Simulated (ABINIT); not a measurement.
# Calculated records

**SrTiO3 (Tausonite): G0W0 with ABINIT, start to end**

Symmetry: Pm-3m, No. 221, cubic system. The conventional cell has a = 3.905 Å, b = 3.905 Å, c = 3.905 Å, α = 90.00°, β = 90.00°, γ = 90.00°. Sr has 12 O at 2.76 Å nearest. Ti has 6 O at 1.95 Å nearest. Nearest to O lie 2 Ti at 1.95 Å and 4 Sr at 2.76 Å. Farther neighbours, and contacts between anions beyond the nearest, are not listed.

```xyz
5
Lattice="3.9053 0.0000 0.0000 0.0000 3.9053 0.0000 0.0000 0.0000 3.9053" Properties=species:S:1:pos:R:3 pbc="T T T"
Sr    1.9526    1.9526    1.9526
Ti    0.0000    0.0000    0.0000
O     1.9526    0.0000    0.0000
O     0.0000    1.9526    0.0000
O     0.0000    0.0000    1.9526
```

```
method               : RPA screening on PBE, plane waves, norm-conserving pseudopotentials (and 2 further levels or steps)
program              : ABINIT 10.8.3
settings             : cutoff 38 Ha, PseudoDojo scalar-relativistic 0.4.1 standard, norm-conserving, potential set dojo-sr-pbe-0.4.1-standard, ngkpt (4, 4, 4), nband 135, ecuteps 5.5 Ha, inclvkb 2, shiftk (0, 0, 0), symchi 1, awtr 1, frequency ppm, 4×4×4 k-mesh
cost                 : 4 runs, 8.3 min in all on 8 MPI ranks of Arm Neoverse N1, shared host
notes                : The program’s warnings: nkpt*nsppol () is not a multiple of nproc spkpt (). The cell and positions come from the Crystallography Open Database and are kept as given unless a step says otherwise. Limits: no spin-orbit coupling. The 4×4×4 mesh is coarse for this cell, which bears on the long-range parts of exchange and screening.
PBE gap              : 1.91 eV, indirect
G0W0 gap on the mesh : 3.48 eV
GW settings          : 4×4×4 mesh, 135 bands, screening to 149.7 eV, Godby-Needs plasmon pole
known limits         : short of the basis limit; no spin-orbit coupling; coarse k mesh
```

G0W0 moves the gap on the mesh from 1.91 eV to 3.48 eV (+1.57 eV), with Z of 0.77 and 0.78 at the edges. Local fields lower the RPA ε∞ on this mesh from 6.77 to 6.40; a Γ-centred mesh this coarse tends to raise both, most where the direct gap is narrow, while a short band sum lowers them.

[Long decimals in the printed logs are rounded to 6 places.]

[Logs are printed without paths, hosts, clocks, repeated set-up lines and the standing remarks that a program may print on its own settings, such as how far it seeks lower states.]

[Paths, hosts, dates, memory and timing lines, banners, echoed tables and standing remarks are left out of the program output; an Ansatz launch command may be rebuilt from the run's recorded settings. Measured values are a selection of at most five: reports struck by readers or far from the other reports are left out. None is set beside runs whose start may be inverted or whose files or cutoffs have a known fault.]

[Runs of the session that timed out or met a known fault of the program may be left out.]

[Hosts, paths, dates, database ids (printed as entryN), source tags and the programs' standing remarks are cut or masked in the printed files.]

[G0W0 gaps are taken among the corrected bands and points alone; a level outside them can change the order at an edge.]

[Where Ansatz stands beside ABINIT at settings called matched, ABINIT's density can come from a denser mesh and the files from another edition; pairs whose starting gaps differed by over 0.03 eV were left out, so agreement reads better than it is.]
